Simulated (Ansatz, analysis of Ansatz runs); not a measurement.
## Moving an added hole between Cl sites in CsNiCl3 (P6_3/mmc)

Question: does an added hole stay on the Cl atom where it is started in CsNiCl3 (P6_3/mmc), and if so, how high is the barrier for a hop to another Cl site nearby? Model: a cell of 60 host atoms.

Calculated with Ansatz 0.2.0; plane-wave PAW DFT, PBEsol+U; relaxation of all atoms of a supercell at fixed charge in a uniform background; PAW set soft_1.

Most raw output is cut from this account.

### 1. Set-up

The cell holds 60 atoms: 12 Cs, 12 Ni and 36 Cl. Cell: a = 12.332 Å, b = 12.332 Å, c = 11.762 Å, α = 90.0°, β = 90.0°, γ = 120.0°. It derives from CsNiCl3 (space group P6_3/mmc). Nearest the centre at fractional (0.743, 0.486, 0.250): Ni9 at 1.64 Å, Cl30 at 1.75 Å, Cl27 at 1.75 Å, Cl24 at 2.90 Å, Cl20 at 2.90 Å, Cs3 at 3.18 Å, Cs4 at 3.18 Å, Ni12 at 3.36 Å.

Hubbard terms: Ni d 5.0 eV, Cl p 5.0 eV. They were chosen, not fitted, to curb self-interaction in the shells named, the trial site's among them. The two sites are Cl30 and Cl27. The cell's shortest repeat is 11.8 Å. The host's moments were started antiferromagnetic in the unit cell, high spin.

### 2. The cell without the carrier

The neutral cell is relaxed first, from small random displacements, so that bond lengths and moments with the carrier can be set beside those of a relaxed cell without it.

Contents of neutral.relax/input.yaml:

```yaml
crystal:
  lattice:
    - [10.6799901, 6.16609521, 0.0]
    - [-10.67999015, 6.16609513, 0.0]
    - [0.0, 0.0, 11.76207383]
  atoms:
    - { symbol: Cs, position: [0.0, 0.333333, 0.125] }
    - { symbol: Cs, position: [0.333333, 0.0, 0.125] }
    - { symbol: Cs, position: [0.666667, 0.666667, 0.125] }
    - { symbol: Cs, position: [0.0, 0.666667, 0.375] }
    - { symbol: Cs, position: [0.333333, 0.333333, 0.375] }
    - { symbol: Cs, position: [0.666667, 0.0, 0.375] }
    - { symbol: Ni, position: [0.0, 0.0, 0.25], spin: 2.0 }
    - { symbol: Ni, position: [0.333333, 0.666667, 0.25], spin: 2.0 }
[... 48 atom lines left out ...]
    - { symbol: Cl, position: [0.819799, 0.486465, 0.625] }
    - { symbol: Cl, position: [0.0, 0.153132, 0.875] }
    - { symbol: Cl, position: [0.333333, 0.819799, 0.875] }
    - { symbol: Cl, position: [0.666667, 0.486465, 0.875] }
basis:
  ecutwfc: 420
  xc_grid: 2
hamiltonian:
  xc: pbesol
  hubbard:
    sites:
      - { species: Ni, l: d, u_eff: 5.0 }
      - { species: Cl, l: p, u_eff: 5.0 }
    projectors: ortho-atomic
  pseudopotentials: { kind: paw, azcp: { folder: soft_1 }, xc_functional: pbe }
kpoints:
  mp_grid: { grid: [1, 1, 1] }
magnetization:
  spin_polarized: true
  initial_magnetization: 0
  spin_locking: { lock_magnetization: hard }
scf:
  occupations: { method: fermi_dirac, width: 0.01 }
  max_iter: 120
  lower_state_search: "off"
output:
  forces: true
relax:
  f_tol: 0.02
  max_steps: 70
  random_displacement: { amplitude: 0.04, seed: 8153 }
checkpoint:
  write: "../neutral.relax.run"
  compress: false
  write_wavefunctions: true
  write_every: 100000
```

The run is started by

```console
> ansatz run input.yaml --threads 8 --pin off --max-ram 17899MiB --backend cpu --events-out ev --progress --plain --runs-dir out
```

Run time: 63 s. Hardware: 8 threads of Arm Neoverse V2, shared host; peak memory 3.2 GiB; 8 min of CPU time.

The largest displacement from an ideal site is 0.014 Å.

### 3. The hole on the first site

The nearest neighbour or neighbours of the site start displaced and the site's starting moment is changed by the carrier's spin, since a carrier doesn't trap itself in the undistorted lattice.

Contents of A.relax/input.yaml:

```yaml
crystal:
  lattice:
    - [10.6799901, 6.16609521, 0.0]
    - [-10.67999015, 6.16609513, 0.0]
    - [0.0, 0.0, 11.76207383]
  atoms:
    - { symbol: Cs, position: [0.000248, 0.333595, 0.12507] }
    - { symbol: Cs, position: [0.333748, 0.000318, 0.124914] }
    - { symbol: Cs, position: [0.66688, 0.666834, 0.124821] }
    - { symbol: Cs, position: [0.000629, 0.667152, 0.374629] }
    - { symbol: Cs, position: [0.333719, 0.333698, 0.374685] }
    - { symbol: Cs, position: [0.667388, 0.000515, 0.375046] }
    - { symbol: Ni, position: [0.000569, 0.000329, 0.250053], spin: 2.0 }
    - { symbol: Ni, position: [0.333947, 0.667185, 0.249962], spin: 2.0 }
[... 48 atom lines left out ...]
    - { symbol: Cl, position: [0.820873, 0.487589, 0.6248] }
    - { symbol: Cl, position: [5.2e-05, 0.154073, 0.875097] }
    - { symbol: Cl, position: [0.333644, 0.820972, 0.874992] }
    - { symbol: Cl, position: [0.666631, 0.487299, 0.874738] }
total_charge: 1
basis:
  ecutwfc: 420
  xc_grid: 2
hamiltonian:
  xc: pbesol
  hubbard:
    sites:
      - { species: Ni, l: d, u_eff: 5.0 }
      - { species: Cl, l: p, u_eff: 5.0 }
    projectors: ortho-atomic
  pseudopotentials: { kind: paw, azcp: { folder: soft_1 }, xc_functional: pbe }
kpoints:
  mp_grid: { grid: [1, 1, 1] }
magnetization:
  spin_polarized: true
  initial_magnetization: 1
  spin_locking: { lock_magnetization: hard }
scf:
  occupations: { method: fermi_dirac, width: 0.01 }
  max_iter: 120
  lower_state_search: "off"
output:
  forces: true
relax:
  f_tol: 0.015
  max_steps: 70
  escape_saddle: false
checkpoint:
  write: "../A.relax.run"
  compress: false
  write_wavefunctions: true
  write_every: 100000
```

It took 10 min on 8 threads; peak memory 3.3 GiB; 78 min of CPU time.

Step by step:

```
step  energy less that of the first step (eV)  largest force component (eV/Å)
   1                                   0.0000                          0.6505
   2                                  -0.2808                          0.3489
   3                                  -0.3778                          0.1540
   4                                  -0.4009                          0.1453
   5                                  -0.4179                          0.1148
   6                                  -0.4233                          0.0576
   7                                  -0.4130                          0.0962
   8                                  -0.4254                          0.0251
   9                                  -0.4275                          0.0750
  10                                  -0.3993                          0.1858
  11                                  -0.4337                          0.0617
  12                                  -0.4394                          0.0719
  13                                  -0.4434                          0.0334
  14                                  -0.4439                          0.0697
  15                                  -0.4479                          0.0205
  16                                  -0.4468                          0.0523
  17                                  -0.4493                          0.0108
  18                                  -0.4495                          0.0206
  19                                  -0.4495                          0.0147
```

Relaxation steps 7, 10, 16 were tried and not accepted.

The atoms that moved most (Å):

```
atom      dx      dy      dz  length
Cl30  -0.431   0.267   0.053   0.510
Cl24  -0.245   0.052   0.008   0.250
Cs33  -0.073   0.050   0.230   0.246
 Cs3  -0.054   0.058  -0.214   0.228
 Cs4   0.066   0.206  -0.011   0.216
 Cs5  -0.088  -0.155   0.010   0.178
Cl23   0.127  -0.040   0.001   0.133
Cl14  -0.099   0.072  -0.002   0.123
```

The moves above count from the input, in which the site's nearest neighbours were already displaced; the distances below compare with the cell without the carrier.

Distances from Cl30 without and with the hole:

```
atom  without (Å)  with (Å)
 Ni9         2.40      3.04
Ni42         2.40      2.98
Cl23         3.83      3.29
Cl24         3.29      3.48
Cl14         3.29      3.63
```

The largest changes of the moments are 0.83 μB on Cl30, 0.03 μB on Ni42 and 0.02 μB on Cl23. The largest part sits on the chosen site.

### 4. The hole on the second site

The same start is made on the second site, to get the end of the hop.

Contents of B.relax/input.yaml:

```yaml
crystal:
  lattice:
    - [10.6799901, 6.16609521, 0.0]
    - [-10.67999015, 6.16609513, 0.0]
    - [0.0, 0.0, 11.76207383]
  atoms:
    - { symbol: Cs, position: [0.000248, 0.333595, 0.12507] }
    - { symbol: Cs, position: [0.333748, 0.000318, 0.124914] }
    - { symbol: Cs, position: [0.66688, 0.666834, 0.124821] }
[... 5 atom lines left out ...]
    - { symbol: Ni, position: [0.654355, 0.320987, 0.260173], spin: 2.0 }
[... 10 atom lines left out ...]
    - { symbol: Cl, position: [0.512861, 0.333319, 0.124776] }
[... 3 atom lines left out ...]
    - { symbol: Cl, position: [0.82129, 0.33399, 0.374674] }
[... 2 atom lines left out ...]
    - { symbol: Cl, position: [0.820866, 0.487732, 0.124613], spin: 1.0 }
[... 2 atom lines left out ...]
    - { symbol: Cl, position: [0.666886, 0.487506, 0.374717] }
[... 29 atom lines left out ...]
    - { symbol: Cl, position: [0.666631, 0.487299, 0.874738] }
total_charge: 1
basis:
  ecutwfc: 420
  xc_grid: 2
hamiltonian:
  xc: pbesol
  hubbard:
    sites:
      - { species: Ni, l: d, u_eff: 5.0 }
      - { species: Cl, l: p, u_eff: 5.0 }
    projectors: ortho-atomic
  pseudopotentials: { kind: paw, azcp: { folder: soft_1 }, xc_functional: pbe }
kpoints:
  mp_grid: { grid: [1, 1, 1] }
magnetization:
  spin_polarized: true
  initial_magnetization: 1
  spin_locking: { lock_magnetization: hard }
scf:
  occupations: { method: fermi_dirac, width: 0.01 }
  max_iter: 120
  lower_state_search: "off"
output:
  forces: true
relax:
  f_tol: 0.015
  max_steps: 70
  escape_saddle: false
checkpoint:
  write: "../B.relax.run"
  compress: false
  write_wavefunctions: true
  write_every: 100000
```

It took 9.2 min on 8 threads; peak memory 3.3 GiB; 71 min of CPU time.

Distances from Cl27 without and with the hole:

```
atom  without (Å)  with (Å)
 Ni9         2.40      3.04
Ni12         2.40      2.97
Cl16         3.83      3.29
Cl18         3.29      3.48
Cl20         3.29      3.62
```

The largest changes of the moments are 0.82 μB on Cl27, 0.03 μB on Ni12 and 0.02 μB on Cl16. The largest part sits on the chosen site.

### 5. Points on the line between the two structures

All atoms move on the straight line between the two relaxed structures, 9.28 amu^1/2 Å long in mass-weighted terms. Each point starts from the state of the point before, once from either end, so that both localised states can be followed; the midpoint is also started with the carrier shared.

Contents of A.x0500/input.yaml:

```yaml
crystal:
  lattice:
    - [10.6799901, 6.16609521, 0.0]
    - [-10.67999015, 6.16609513, 0.0]
    - [0.0, 0.0, 11.76207383]
  atoms:
    - { symbol: Cs, position: [0.009283, 0.330351, 0.123306] }
    - { symbol: Cs, position: [0.329221, -0.005934, 0.1225] }
    - { symbol: Cs, position: [0.663975, 0.674651, 0.115305] }
[... 5 atom lines left out ...]
    - { symbol: Ni, position: [0.658582, 0.321668, 0.249811], spin: 2.0 }
[... 10 atom lines left out ...]
    - { symbol: Cl, position: [0.518446, 0.337466, 0.126565] }
[... 3 atom lines left out ...]
    - { symbol: Cl, position: [0.816458, 0.342607, 0.373679] }
[... 2 atom lines left out ...]
    - { symbol: Cl, position: [0.839186, 0.506333, 0.123308] }
[... 2 atom lines left out ...]
    - { symbol: Cl, position: [0.667657, 0.507786, 0.375512], spin: 1.0 }
[... 29 atom lines left out ...]
    - { symbol: Cl, position: [0.663683, 0.485808, 0.875522] }
total_charge: 1
basis:
  ecutwfc: 420
  xc_grid: 2
hamiltonian:
  xc: pbesol
  hubbard:
    sites:
      - { species: Ni, l: d, u_eff: 5.0 }
      - { species: Cl, l: p, u_eff: 5.0 }
    projectors: ortho-atomic
  pseudopotentials: { kind: paw, azcp: { folder: soft_1 }, xc_functional: pbe }
kpoints:
  mp_grid: { grid: [1, 1, 1] }
magnetization:
  spin_polarized: true
  initial_magnetization: 1
  spin_locking: { lock_magnetization: hard }
scf:
  occupations: { method: fermi_dirac, width: 0.01 }
  max_iter: 120
  lower_state_search: "off"
output:
  forces: true
  eigenvalues: true
  eigenstates: { localisation: true }
  write_density: true
  write_potential: true
  volumetric_format: npy
checkpoint:
  read: "../A.x0375.run"
  write: "../A.x0500.run"
  compress: false
  write_wavefunctions: true
  write_every: 100000
```

Run time: 50 s. Hardware: 8 threads; peak memory 3.2 GiB.

From eigenstates.tsv, first k-point; energies on the run's zero. The participation number counts the atoms that a state is spread over, of 60; bands count from 0.

```
spin  band  energy (eV)  occupation  participation  largest share on  share
down   281        1.777        1.00           20.6              Cl54   0.12
down   282        1.809        1.00           20.6              Cl27   0.12
down   283        1.850        1.00           18.0              Cl43   0.11
down   284        1.872        1.00           19.6              Cl21   0.09
down   285        1.959        1.00           14.4              Cl19   0.16
down   286        1.983        1.00           11.2              Cl16   0.18
down   287        2.915        0.00            1.3              Cl30   0.88
down   288        5.074        0.00            1.3               Ni9   0.86
down   289        5.168        0.00            1.5               Ni9   0.83
down   290        5.580        0.00            1.4              Ni39   0.84
down   291        5.583        0.00            1.4              Ni39   0.84
  up   282        1.816        1.00           16.5              Cl58   0.12
  up   283        1.819        1.00           16.6              Cl53   0.12
  up   284        1.848        1.00           20.3              Cl52   0.11
  up   285        1.871        1.00           20.0              Cl59   0.10
  up   286        1.911        1.00           22.4              Cl19   0.11
  up   287        1.934        1.00           11.6              Cl16   0.21
  up   288        4.995        0.00            1.3              Ni42   0.87
  up   289        5.125        0.00            1.5              Ni42   0.82
  up   290        5.695        0.00            1.4              Ni12   0.84
  up   291        5.723        0.00            1.5              Ni12   0.81
  up   292        5.750        0.00            2.0              Ni41   0.70
```

Under PBEsol+U (5 eV) at the zone centre alone, the highest filled state is spin down, spread over 11 of 60 atoms, and the lowest empty one, 0.93 eV above it, is spin down, spread over 1 of 60 atoms.

[end of part 1 of 2]

[Logs are printed without paths, hosts, clocks, repeated set-up lines and the standing remarks that a program may print on its own settings, such as how far it seeks lower states.]

[Hosts, paths, dates, database ids (printed as entryN), source tags and the programs' standing remarks are cut or masked in the printed files.]
